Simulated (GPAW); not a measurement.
Entries from a set of simulations; values are calculated unless marked as measured.

```json
{"subject": "A GW chain in GPAW: AlGaAs2 (R3m)", "lattice_ang": [[2.0057, 1.158, 6.5459], [-2.0057, 1.158, 6.5459], [-0.0, -2.3159, 6.5459]], "atoms": [["Al", 0.9998, 0.9998, 0.9998], ["Ga", 0.5001, 0.5001, 0.5001], ["As", 0.1248, 0.1248, 0.1248], ["As", 0.6253, 0.6253, 0.6253]], "method": "DFT, LDA, plane waves, PAW (and 1 further level or step)", "program": "GPAW 26.7.0", "settings_of_one_run": "cutoff 450 eV, GPAW PAW setups 1.2.1 data release, 4×4×4 k-mesh, nbands 158", "cost": "3 runs, 2.7 min in all on 4 MPI ranks of Arm Neoverse V1, shared host (the runs of this entry)", "notes": "The cell and positions are those that the Materials Project relaxed with its own functionals (PBE, PBE+U or r2SCAN), kept fixed. Limits: no spin-orbit coupling. Bands and cutoff are finite, so the gap is not at the basis limit. The miss can reach some tenths of an eV and take either sign; the mesh is an error of its own.", "results": {"lda_gap": "0.74 eV, direct", "g0w0_gap_on_the_mesh": "1.76 eV", "gw_settings": "4×4×4 mesh, 68 bands, screening to 48 eV, Godby-Needs plasmon pole", "known_limits": "not at the basis limit; no spin-orbit coupling"}}
```

[Paths, hosts, dates, memory and timing lines, banners, echoed tables and standing remarks are left out of the program output.]

[Logs are printed without paths, hosts, clocks, repeated set-up lines and the standing remarks that a program may print on its own settings, such as how far it seeks lower states.]

[Runs of the session that timed out or met a known fault of the program may be left out.]

[Hosts, paths, dates, database ids (printed as entryN), source tags and the programs' standing remarks are cut or masked in the printed files.]
